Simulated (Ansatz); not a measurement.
# 1T-CrSTe monolayer in a perpendicular field

What dipole does a perpendicular field induce in the 1T-CrSTe monolayer? A positive field points along +c.

Calculated with Ansatz 0.2.0; plane-wave DFT, PBE-D3(BJ), Ansatz PAW (set soft_1); PAW set soft_1.

## Step 1: Starting point

The cell holds 3 atoms: 1 Te, 1 Cr and 1 S. Cell: a = 3.365 Å, b = 3.365 Å, c = 37.174 Å, α = 90.0°, β = 90.0°, γ = 120.0°. Vacuum lies along c.

## Step 2: Relaxation

The starting cell is a guess, so the in-plane lattice and the atoms are relaxed first, with the slab cut off from its images along the normal.

Contents of input.yaml:

```yaml
crystal:
  lattice:
    - [3.365, 0.0, 0.0]
    - [-1.6825, 2.9141754837, 0.0]
    - [0.0, 0.0, 37.1736110956]
  atoms:
    - { symbol: Te, position: [0.6666666667, 0.3333333333, 0.4586586962] }
    - { symbol: Cr, position: [0.0, 0.0, 0.507180115], spin: 3.0 }
    - { symbol: S, position: [0.3333333333, 0.6666666667, 0.5413413038] }
  periodic: [true, true, false]
magnetization:
  spin_polarized: true
kpoints:
  mp_grid: { grid: [12, 12, 1] }
hamiltonian:
  xc: pbe
  dispersion: d3bj
  pseudopotentials: { kind: paw, azcp: { folder: soft_1 } }
scf:
  occupations: { method: fermi_dirac, width: 0.05 }
  convergence: { dr2_threshold: 1.0e-09 }
relax:
  f_tol: 0.004
  max_steps: 90
  cell: {}
output:
  write_potential: true
  write_density: true
  volumetric_format: npy
```

Run with:

```
ansatz run input.yaml --threads 2 --pin off --max-ram 3072MiB --backend cpu --events-out ev --progress --plain --runs-dir out
```

Numbers of over 12 decimals in the logs are rounded to 6 here.

What it wrote:

```text
Warning: relax.cell: scf.convergence.dr2_threshold = 1e-9 eV is looser than the 1.7552142292e-10 eV advised for a relaxation that steers and ends on the stress (1e-10 eV for each atom of the cell: 3, times the square of relax.cell.stress_2d_tol = 0.05 N/m over 13.1 Å (the atoms' height at the walk's start and 5 Å past either face), 3.824e-2 GPa, over a crystal's default 0.05). What an SCF threshold leaves in a stress goes as its square root, and in the free energy as the threshold itself, and one threshold admits the most on a small cell: [figures from the program's tests cut] Set scf.convergence.dr2_threshold to 1.7552142292e-10 eV or tighter. [rest of the remark cut]
Engine: ansatz 0.2.0, aarch64-unknown-linux-gnu
Pseudopotentials: kind: paw
Pseudopotential: Te, paw, valence charge 16, recommended cutoff 420 eV (normal), soft_1/Te.paw.azcp
Pseudopotential: Cr, paw, valence charge 14, recommended cutoff 420 eV (normal), soft_1/Cr.paw.azcp
Pseudopotential: S, paw, valence charge 6, recommended cutoff 420 eV (normal), soft_1/S.paw.azcp
Functional definition: PBE
  parameter kappa = 0.804
  parameter beta = 0.066725
  exchange = pbe_x(kappa = kappa, mu = beta*pi^2/3)
  correlation = pbe_c(beta = beta)
Crystal: 3 atoms, lattice volume = 364.532 Å³
Basis set: ecut = 420 eV, 7193 PW (Γ), exchange–correlation on 48×48×500 points (8 copies of the dense FFT grid, shifted against one another)
Bands: 24, of which v1, the nominal top of the filled ones, is band 18 counted from 1 (17 counted from 0)
Symmetry: 6 space group operations
Space group: P3m1 (ITA 156), of the structure as read, at distance tolerance 7.1e-5 Å
Magnetic group: BNS 156.49 (UNI 1279), of the structure as read, at distance tolerance 7.1e-5 Å
k-points: 19 of 144 (time reversal used)
Non-local potential: Te, projectors of the file, l = 0: 2, l = 1: 2, l = 2: 2, l = 3: 1
Non-local potential: Cr, projectors of the file, l = 0: 3, l = 1: 2, l = 2: 3, l = 3: 1
Non-local potential: S, projectors of the file, l = 0: 2, l = 1: 2, l = 2: 1
PAW form: soft (Blöchl's): semilocal exchange-correlation on the pseudo side does not see the compensation charge
PAW one-centre angular grid: Te, 590 points (default); XC on 64 Gauss nodes
PAW one-centre angular grid: Cr, 590 points (default); XC on 64 Gauss nodes
PAW one-centre angular grid: S, 110 points (default); XC on 64 Gauss nodes
Initial density: superposition of atomic densities (neutral atoms: chi_scale 0, normalization atom)
Starting moments: Σ|m| = 3 μB on 1 of 3 sites
Initial wavefunctions: pseudopotential atomic-orbital guess
Functional: x = pbe(κ = 0.804, μ = 0.219515), c = pbe(β = 0.066725)
SCF iter   1: F=—  HF=-11263.047101 eV  |F-HF|=—  |Δ(HF+E_count)|=         —  Δρ=2.35e-2 (↑2.35e-2 ↓1.58e-2)  dr2=6.90e0  dr2_m=1.66e-1  M=2.359 μB ∫|m|=2.757 μB  β_m=0.30  ethr=3.10e-3  ⟨swp⟩=19.2  Hψ=9015  notcnv=0
Mixer restart at iter 1: flushing history
preconditioner: auto → LDOS  [metal: Δε(μ)=0.088 eV  Ē_g=8.673 eV  σ=0.050 eV  W_gap=0.38  n_scr=20 (ndim 8)  ℏωp=8.3 eV  f_vac=0.800  D(μ)=1.59/eV (n_scr^D=10)]
spin=Collinear: LDOS preconditioning applied to the charge; magnetization (m = ρ↑ − ρ↓) channel mixes plain (no charge-response kernel on spin).
SCF iter   2: F=—  HF=-11262.039013 eV  |F-HF|=—  |Δ(HF+E_count)|=    1.01e0  Δρ=1.10e-2 (↑1.10e-2 ↓9.91e-3)  dr2=1.91e0  dr2_m=6.12e-2  M=2.369 μB ∫|m|=2.825 μB  β_m=0.43  ethr=3.10e-3  ⟨swp⟩=4.4  Hψ=2482  notcnv=0  defer=36
SCF iter   3: F=—  HF=-11261.811109 eV  |F-HF|=—  |Δ(HF+E_count)|=   2.28e-1  Δρ=3.50e-3 (↑2.59e-3 ↓3.50e-3)  dr2=5.63e-2  dr2_m=1.73e-2  M=2.360 μB ∫|m|=2.871 μB  β_m=0.51  ethr=3.10e-3  ⟨swp⟩=4.1  Hψ=2225  notcnv=0  defer=36
SCF iter   4: F=—  HF=-11261.816683 eV  |F-HF|=—  |Δ(HF+E_count)|=         —  Δρ=1.41e-3 (↑1.41e-3 ↓1.31e-3)  dr2=3.70e-3  dr2_m=4.81e-3  M=2.360 μB ∫|m|=2.896 μB  β_m=0.51  ethr=1.57e-4  ⟨swp⟩=3.9  Hψ=2383  notcnv=0  defer=36
SCF iter   5: F=—  HF=-11261.822456 eV  |F-HF|=—  |Δ(HF+E_count)|=   5.77e-3  Δρ=6.79e-4 (↑5.49e-4 ↓6.79e-4)  dr2=1.48e-3  dr2_m=1.09e-3  M=2.360 μB ∫|m|=2.900 μB  β_m=0.64  ethr=1.03e-5  ⟨swp⟩=3.4  Hψ=2120  notcnv=0  defer=36
SCF iter   6: F=—  HF=-11261.824171 eV  |F-HF|=—  |Δ(HF+E_count)|=   1.72e-3  Δρ=1.72e-4 (↑1.72e-4 ↓1.29e-4)  dr2=1.64e-4  dr2_m=6.51e-5  M=2.360 μB ∫|m|=2.905 μB  β_m=0.82  ethr=4.12e-6  ⟨swp⟩=3.4  Hψ=1976  notcnv=0  defer=37
SCF iter   7: F=—  HF=-11261.824178 eV  |F-HF|=—  |Δ(HF+E_count)|=   7.00e-6  Δρ=4.88e-5 (↑4.64e-5 ↓4.88e-5)  dr2=6.43e-5  dr2_m=1.14e-6  M=2.360 μB ∫|m|=2.905 μB  β_m=0.67  ethr=4.56e-7  ⟨swp⟩=3.9  Hψ=2135  notcnv=0  defer=36
SCF iter   8: F=—  HF=-11261.824172 eV  |F-HF|=—  |Δ(HF+E_count)|=   6.69e-6  Δρ=1.77e-5 (↑1.03e-5 ↓1.77e-5)  dr2=1.23e-5  dr2_m=1.92e-7  M=2.360 μB ∫|m|=2.905 μB  β_m=0.62  ethr=1.79e-7  ⟨swp⟩=3.3  Hψ=1810  notcnv=0  defer=36
SCF iter   9: F=—  HF=-11261.824172 eV  |F-HF|=—  |Δ(HF+E_count)|=   8.70e-8  Δρ=7.80e-6 (↑7.80e-6 ↓6.87e-6)  dr2=1.40e-6  dr2_m=3.76e-8  M=2.360 μB ∫|m|=2.905 μB  β_m=0.62  ethr=3.40e-8  ⟨swp⟩=2.2  Hψ=1133  notcnv=0  defer=36
SCF iter  10: F=—  HF=-11261.824172 eV  |F-HF|=—  |Δ(HF+E_count)|=   4.52e-7  Δρ=2.62e-6 (↑2.62e-6 ↓2.10e-6)  dr2=1.92e-8  dr2_m=1.50e-8  M=2.360 μB ∫|m|=2.904 μB  β_m=0.81  ethr=3.88e-9  ⟨swp⟩=2.9  Hψ=1528  notcnv=0  defer=36
SCF iter  11: F=—  HF=-11261.824172 eV  |F-HF|=—  |Δ(HF+E_count)|=   1.73e-7  Δρ=1.82e-6 (↑1.82e-6 ↓1.06e-6)  dr2=1.98e-8  dr2_m=4.93e-9  M=2.360 μB ∫|m|=2.904 μB  β_m=0.74  ethr=5.32e-11  ⟨swp⟩=3.8  Hψ=2112  notcnv=0  defer=36
SCF iter  12: F=—  HF=-11261.824172 eV  |F-HF|=—  |Δ(HF+E_count)|=   9.18e-9  Δρ=2.80e-7 (↑2.17e-7 ↓2.80e-7)  dr2=6.84e-10  dr2_m=1.53e-10  M=2.360 μB ∫|m|=2.904 μB  β_m=0.80  ethr=5.32e-11  ⟨swp⟩=3.6  Hψ=1850  notcnv=0  defer=36
SCF iter  13: F=-11261.824172 eV  HF=-11261.824172 eV  |F-HF|=1.31e-9  |Δ(HF+E_count)|=   4.29e-9  Δρ=8.17e-8 (↑7.38e-8 ↓8.17e-8)  dr2=1.43e-10  dr2_m=6.64e-12  M=2.360 μB ∫|m|=2.904 μB  ethr=1.90e-12  ⟨swp⟩=8.7  Hψ=6652  notcnv=0
SCF 1 converged in 13 iterations: F = -11261.824172 eV  dr2 = 1.43e-10
  greatest PAW one-centre occupation: 1.000 electrons in one spin orbital (limit 2), on the Cr atom at site 1 (counted from 0), in its partial waves of l = 0
relax step   1: F+E_penalty+E_count = -11261.82417227 eV  Δ(F+E_penalty+E_count) = +0.000e0 eV  max|allowed force component| = 1.421e0 eV/Å  Δτ_max = 0.0000 Å  P = +2.410 N/m  Ω = 364.532 Å³  fix = [c, alpha, beta]  reactions: c +0.000 N/m  (13 SCF iters, accepted)
Crystal: 3 atoms, lattice volume = 376.609 Å³
[...]
spin=Collinear: LDOS preconditioning applied to the charge; magnetization (m = ρ↑ − ρ↓) channel mixes plain (no charge-response kernel on spin).
SCF iter   2: F=—  HF=-11262.109887 eV  |F-HF|=—  |Δ(HF+E_count)|=   6.52e-3  Δρ=5.34e-5 (↑5.34e-5 ↓3.25e-5)  dr2=1.24e-6  dr2_m=5.00e-7  M=2.406 μB ∫|m|=3.020 μB  β_m=0.62  ethr=1.63e-8  ⟨swp⟩=4.4  Hψ=2554  notcnv=0
SCF iter   3: F=—  HF=-11262.111472 eV  |F-HF|=—  |Δ(HF+E_count)|=   1.59e-3  Δρ=7.30e-6 (↑7.30e-6 ↓4.63e-6)  dr2=1.94e-7  dr2_m=9.39e-9  M=2.406 μB ∫|m|=3.020 μB  β_m=0.60  ethr=3.43e-9  ⟨swp⟩=3.7  Hψ=1969  notcnv=0  defer=2
SCF iter   4: F=—  HF=-11262.111545 eV  |F-HF|=—  |Δ(HF+E_count)|=   7.34e-5  Δρ=1.72e-6 (↑1.72e-6 ↓9.87e-7)  dr2=9.18e-9  dr2_m=2.91e-9  M=2.406 μB ∫|m|=3.020 μB  β_m=0.58  ethr=5.40e-10  ⟨swp⟩=4.1  Hψ=2045  notcnv=0  defer=2
SCF iter   5: F=—  HF=-11262.111565 eV  |F-HF|=—  |Δ(HF+E_count)|=   1.99e-5  Δρ=4.79e-7 (↑4.79e-7 ↓4.33e-7)  dr2=8.74e-9  dr2_m=3.24e-10  M=2.406 μB ∫|m|=3.020 μB  β_m=0.69  ethr=2.55e-11  ⟨swp⟩=4.7  Hψ=2568  notcnv=0  defer=3
SCF iter   6: F=—  HF=-11262.111566 eV  |F-HF|=—  |Δ(HF+E_count)|=   4.00e-7  Δρ=2.51e-7 (↑2.51e-7 ↓2.19e-7)  dr2=1.09e-9  dr2_m=2.50e-11  M=2.406 μB ∫|m|=3.020 μB  β_m=0.71  ethr=2.43e-11  ⟨swp⟩=2.4  Hψ=1237  notcnv=0  defer=4
iter 7 met the thresholds in force, and the SCF goes on: an eigenvalue changes by 2.25 meV, over its tolerance of 0.06 meV (output.eigenvalues, Limitations)
SCF iter   7: F=-11262.111566 eV  HF=-11262.111566 eV  |F-HF|=9.93e-9  |Δ(HF+E_count)|=   1.12e-7  Δρ=1.49e-7 (↑1.49e-7 ↓6.15e-8)  dr2=3.45e-10  dr2_m=1.35e-11  M=2.406 μB ∫|m|=3.020 μB  β_m=0.76  ethr=2.78e-12  ⟨swp⟩=16.1  Hψ=7300  notcnv=0
iter 8 met the thresholds in force, and the SCF goes on: an eigenvalue changes by 3.61 meV, over its tolerance of 0.05 meV (output.eigenvalues, Limitations)
SCF iter   8: F=-11262.111566 eV  HF=-11262.111566 eV  |F-HF|=2.69e-9  |Δ(HF+E_count)|=   7.46e-9  Δρ=2.17e-8 (↑2.17e-8 ↓1.94e-8)  dr2=6.22e-12  dr2_m=4.17e-13  M=2.406 μB ∫|m|=3.020 μB  β_m=1.00  ethr=1.00e-12  ⟨swp⟩=8.8  Hψ=5336  notcnv=0
Mixer restart at iter 8: flushing history
iter 9 met the thresholds in force, and the SCF goes on: an eigenvalue changes by 0.23 meV, over its tolerance of 0.06 meV (output.eigenvalues, Limitations)
SCF iter   9: F=-11262.111566 eV  HF=-11262.111566 eV  |F-HF|=9.50e-10  |Δ(HF+E_count)|=   2.80e-9  Δρ=2.06e-7 (↑2.06e-7 ↓1.18e-7)  dr2=9.82e-10  dr2_m=7.63e-12  M=2.406 μB ∫|m|=3.020 μB  β_m=1.00  ethr=1.00e-12  ⟨swp⟩=9.2  Hψ=5447  notcnv=0  κ⁻¹=1.0e0(r=1)
SCF iter  10: F=-11262.111566 eV  HF=-11262.111566 eV  |F-HF|=6.91e-11  |Δ(HF+E_count)|=  7.28e-11  Δρ=5.60e-8 (↑5.60e-8 ↓3.75e-8)  dr2=1.13e-10  dr2_m=3.77e-13  M=2.406 μB ∫|m|=3.020 μB  ethr=1.00e-12  ⟨swp⟩=7.8  Hψ=4909  notcnv=0
WARN: dispersion: an atom stands within reach of a switch of its C6 between two reference coordination numbers of its element: through that C6 alone, e_disp changes by 0.025 eV or more while the distances to its neighbours run over a stretch of 0.05 Å that contains this geometry (sites counted from 0 in the run's list of atoms or, in a supercell that it derives, in that cell's: here a list of 3) — site 1 (Cr): coordination number 6.144 (about 5.91 to 6.38 with every neighbour 0.05 Å farther or nearer), switch near 6.223 between the references 1.827 (weight 1.00) and 10.619 (weight 0.00), e_disp changing by some 0.18 eV. [rest of the remark cut]
SCF 10 converged in 10 iterations: F = -11262.111566 eV  dr2 = 1.13e-10
relax step  10: F+E_penalty+E_count = -11262.11156575 eV  Δ(F+E_penalty+E_count) = -6.302e-4 eV  max|allowed force component| = 1.105e-3 eV/Å  Δτ_max = 0.0000 Å  P = +0.035 N/m  Ω = 379.987 Å³  fix = [c, alpha, beta]  reactions: c +0.000 N/m  stress off target by 3.52e-2 N/m on what of the cell is left free  SCF on the basis re-selected at this cell (its energy is not comparable with the rows above)  (10 SCF iters)
basis re-selected at this cell: Δ(F+E_penalty+E_count) = -6.302e-4 eV, ΔP = -0.001 N/m vs the last step (what re-selecting the basis moved, of the pressure what is left beyond the Pulay correction that the steps carried, after the strain that the cell walked since its last selection, with what the two solves' SCF thresholds leave and, on support functions, any second-order correction that the steps lacked; it is no m [...]
WARN: The output density's exchange-correlation potential varies sharply where the density is thin. Do not read a vacuum level from v_tot or v_xc, or from such a field of the output density. On a cell that repeats whose density bears no net charge and no dipole along the vacuum's axis use v_es (v_loc + v_h of the components); under efield.dipole_correction with no amplitude use v_es + v_field, which holds any externa [...]
SCF converged after 10 iterations
an eigenvalue changed by more than its tolerance at an iteration that met the thresholds in force, so the SCF went on 3 times, its first undamped step at iteration 8: the last check found none over its tolerance
Magnetization: 2.4055 μB (19.2028 up, 16.7972 down)
Absolute magnetization: 3.0207 μB (∫|ρ↑−ρ↓|, with the PAW one-centre terms)
Spin contamination: 0.1814 ħ² per cell (⟨S²⟩ above its minimum at these occupations)
Per-site moments (μB) at R_I (Å): [(-0.122174, 1.141312), (2.313858, 0.947602), (-0.074982, 0.947602)]
Free energy (F): -11262.111566 eV
Harris-Foulkes:  -11262.111566 eV  (|F-HF|=6.91e-11)
Internal energy: -11262.101120 eV  (E = F + TS)
E sigma→0 (E₀):  -11262.106343 eV
Entropy (-TS):   -0.010446 eV (-3.482 meV/atom)
Fermi energy:    -5.139404 eV
--- Per-component energies (eV) ---
  E_band       = -1037.292850
  E_kinetic    = 579.101188
  E_local      = -92681.503554  (includes V_loc(G=0)·N_el)
  E_nonlocal   = 146.319562
  E_hartree    = 45964.215549
  E_xc         = -326.160065
  E_vxc        = -330.538447  (∫ρ·V_xc dr)
  E_paw        = -6501.033080  (= ΣΔE_a)
  E_vpaw       = -679.104636  (= ΣTr[D̂ρ^β])
  E_aug_tail   = 0.000906  (compensation charges beyond the density's cutoff)
  E_ewald      = 41557.988433
  E_disp       = -1.030059  (pairwise vdW)
  E_smearing   = -0.010446  (= −TS)
  E_closure    = -0.000000  (closes the sum)
  Σ components = -11262.111566   (vs F -11262.111566, Δ=0.00e0)
--- Forces (eV/Å), atoms counted from 1 ---
  atom   1  Te    -0.00000000    -0.00000000    -0.00084398
  atom   2  Cr     0.00000000    -0.00000000     0.00110569
  atom   3  S      0.00000000    -0.00000000    -0.00025955
  max |Σ_I F_I| component: 2.16e-6 eV/Å
--- 2D stress c σ (N/m, compression-positive) ---
        0.035201       0.000000      -0.000000
        0.000000       0.035201      -0.000000
       -0.000000      -0.000000       0.000000
  P = ½ c Tr σ = 0.0352 N/m
--- Band table (eV; the first three rows and the last of 38) ---
  k-point 0 ↑: bands = [... 14 lower, -7.6492, -6.4945, -6.4945, -5.1428, -3.6790, -3.6790, -1.8783, -1.8783, ... 2 higher]
  k-point 1 ↑: bands = [... 14 lower, -7.4959, -6.5558, -6.5330, -5.2625, -3.9559, -3.7423, -2.4938, -2.0348, ... 2 higher]
  k-point 2 ↑: bands = [... 14 lower, -7.2921, -6.8590, -6.6101, -5.6406, -4.5341, -3.9695, -3.3463, -2.3364, ... 2 higher]
  k-point 18 ↓: bands = [... 14 lower, -8.4268, -7.3678, -7.2455, -3.6675, -3.5379, -3.4745, -2.4608, -1.8130, ... 2 higher]
  the weakly bound empty levels are not read free of the cell's end (no_gap_told)
--- Relaxed structure (9 steps of the walk, 8 accepted, 1 SCFs on fresh bases) ---
  F+E_penalty+E_count = -11262.11156575 eV   max|allowed force component| = 1.105e-3 eV/Å   (the final SCF, on the basis selected at the relaxed cell)
  cell:  # Å, volume = 379.9873 Å³
    - [3.435594, 0, 0]
    - [-1.717797, 2.975312, 0]
    - [0, 0, 37.1736110956]
  atoms:
    - { symbol: Te, position: [0.666667, 0.333333, 0.457409] }
    - { symbol: Cr, position: [1.7328467384020102e-18, 0, 0.509299] }
    - { symbol: S, position: [0.333333, 0.666667, 0.540472] }
```

Run time: 3.2 min. Hardware: 2 threads of Arm Neoverse V1, shared host; peak memory 0.73 GiB; 6.3 min of CPU time.

The steps of the relaxation:

```
step  energy less that of the first step (eV)  largest force component (eV/Å)  volume (Å³)
   1                                   0.0000                          1.4211       364.53
   2                                  -0.2719                          0.3458       376.61
   3                                  -0.2826                          0.4852       376.84
   4                                  -0.2828                          0.1949       384.35
   5                                  -0.2851                          0.1229       381.93
   6                                  -0.2866                          0.0454       380.00
   7                                  -0.2866                          0.0763       379.66
   8                                  -0.2867                          0.0148       379.92
   9                                  -0.2868                          0.0011       379.99
 10*                                  -0.2874                          0.0011       379.99
```

Relaxation steps marked * repeat the geometry before them on a plane-wave basis chosen anew for their cell, so energy and pressure can jump there. Relaxation step 7 was tried and not accepted.

Forces are held to the 6 operations that the run works with; a distortion that breaks them can't arise in this run.

```csv
cell as run,before,after,change
a (Å),3.365,3.436,+2.1 %
b (Å),3.365,3.436,+2.1 %
```

The atoms that moved most (Å, along periodic axes as changes of fractional coordinates times the final cell, across vacuum about the mean position):

| atom | dx | dy | dz | length |
| --- | --- | --- | --- | --- |
| Cr2 | 0.000 | 0.000 | 0.079 | 0.079 |
| Te1 | 0.000 | 0.000 | -0.046 | 0.046 |
| S3 | 0.000 | 0.000 | -0.032 | 0.032 |

The relaxed structure:

```xyz
3
Lattice="3.4356 0.0000 0.0000 -1.7178 2.9753 0.0000 0.0000 0.0000 37.1736" Properties=species:S:1:pos:R:3
Te    1.7178    0.9918   17.0036
Cr    0.0000    0.0000   18.9325
S     0.0000    1.9835   20.0913
```

Numbers from this step:

* energy at zero smearing: -11262.1063 eV
* total moment: 2.406 μB
* site moments: -0.1222, 2.314, -0.07498 μB

Site moment by atom:

| atom | site moment (μB) |
| --- | --- |
| Te1 | -0.12 |
| Cr2 | 2.31 |
| S3 | -0.07 |

The lattice constant a goes from 3.365 to 3.436 Å.

(Continued in part 2 of 2.)

[Logs are printed without paths, hosts, clocks, repeated set-up lines and the standing remarks that a program may print on its own settings, such as how far it seeks lower states.]

[Hosts, paths, dates, database ids (printed as entryN), source tags and the programs' standing remarks are cut or masked in the printed files.]

[Maps of the electrostatic potential energy from Ansatz leave out the sawtooth potential of an applied field or a dipole correction, so their vacuum need not be flat; planar profiles and work functions include it.]
